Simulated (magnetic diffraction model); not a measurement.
## Cd2FeCoO5: what an assumed order does to the neutron pattern

Space group Ima2 (no. 46), a = 15.2460 Å, b = 5.5820 Å, c = 5.2320 Å.

| site | atom | x | y | z |
| --- | --- | --- | --- | --- |
| 8c | Cd | 0.6110 | 0.0115 | 0.5021 |
| 4b | Co | 3/4 | 0.9298 | 0.0322 |
| 4a | Fe | 0 | 1/2 | 0.4983 |
| 8c | O | 0.9930 | 0.7621 | 0.2583 |
| 8c | O | 0.6413 | 0.0331 | 0.0116 |
| 4b | O | 3/4 | 0.8653 | 0.3764 |

This is a made-up structure (elements placed in a structure type, unrelaxed), so the numbers test the method and describe no known phase.

Only Co and Fe are taken to order (form factors of Co3+ and Fe3+); orders and moment sizes are assumed, and not adapted to the symmetry. Radiation: neutrons of λ = 2.36 Å (absorption by Cd left out), 3° to 60°; isotropic B of 0.24 Å² (Cd), 0.23 Å² (Co), 0.29 Å² (Fe) and 0.34 Å² (O). The intensities are simulated: I ∝ L Σ (|F_N|² + |F_M⊥|²) for unpolarised neutrons, with F_M = 2.695 fm/μB × Σ f(s) S exp(2πi Q·r) exp(−B s²) at Q = H ± k (one set where k and −k are equivalent), only the part normal to Q counting and L = 1/(sin²θ cos θ). For collinear order S is the moment m, which repeats by lattice and centring translations R with the sign exp(−2πi k·R). Form factors are spin-only for 3d ions and dipole or tabulated for f ions, scattering lengths are Sears's of 1992, and absorption is left out. A label names one of the reflections at its angle. The strongest nuclear line in the range is 100, and lines under 0.2 are left out.

Assume the order k = (0 1/2 1/2), collinear moments along [010], 1.53 μB on Co and 2.24 μB on Fe; signs + at (3/4, 0.9298, 0.0322), + at (3/4, 0.5702, 0.5322), − at (0, 1/2, 0.4983), − at (0, 0, 0.9983).

Q: Where does magnetic intensity appear, and how strong is it?

```
2θ (°)         index  nuclear  magnetic
 17.78   (0 1/2 1/2)      0.0       1.5
 17.81       (2 0 0)    100.0       0.0
 19.91  (1 1/2 -1/2)      0.0       0.5
 25.27   (2 1/2 1/2)      0.0      46.9
 26.02       (1 1 0)      8.6       0.0
 32.39  (3 1/2 -1/2)      0.0       0.2
 36.01       (0 1 1)     46.5       0.0
 36.07       (4 0 0)     15.6       0.0
 36.60       (3 1 0)     10.8       0.0
 40.40   (1 3/2 1/2)      0.0       0.2
 40.45       (2 1 1)     24.0       0.0
 40.49   (4 1/2 1/2)      0.0       0.8
 41.52  (0 1/2 -3/2)      0.0       0.5
 43.48  (2 3/2 -1/2)      0.0       3.9
 45.51  (2 1/2 -3/2)      0.0      13.9
 48.27   (3 3/2 1/2)      0.0       0.3
 50.02       (0 2 0)     36.2       0.0
 51.89       (4 1 1)     25.7       0.0
 52.33       (5 1 0)     20.1       0.0
 53.52       (2 2 0)      1.9       0.0
 53.62       (0 0 2)     42.4       0.0
 54.42  (4 3/2 -1/2)      0.0       0.4
 55.25   (0 3/2 3/2)      0.0       0.2
 55.34       (6 0 0)     16.6       0.0
 56.08  (1 3/2 -3/2)      0.0       0.3
 56.15  (4 1/2 -3/2)      0.0       0.5
 56.97       (2 0 2)      5.6       0.0
 58.08       (1 2 1)     13.1       0.0
 58.53   (2 3/2 3/2)      0.0       3.8
 58.61   (6 1/2 1/2)      0.0       7.5
```

The strongest magnetic line in the range is (2 1/2 1/2) at 25.27° (46.9). On top of the Lorentz factor, which all lines share, magnetic lines fade with angle because f falls: for Co3+ it is 0.93, 0.74, 0.53 and 0.20 at sin θ/λ = 0.1, 0.2, 0.3 and 0.5 Å⁻¹, while nuclear lengths stay constant. The order has no net moment.

[Logs are printed without paths, hosts, clocks, repeated set-up lines and the standing remarks that a program may print on its own settings, such as how far it seeks lower states.]
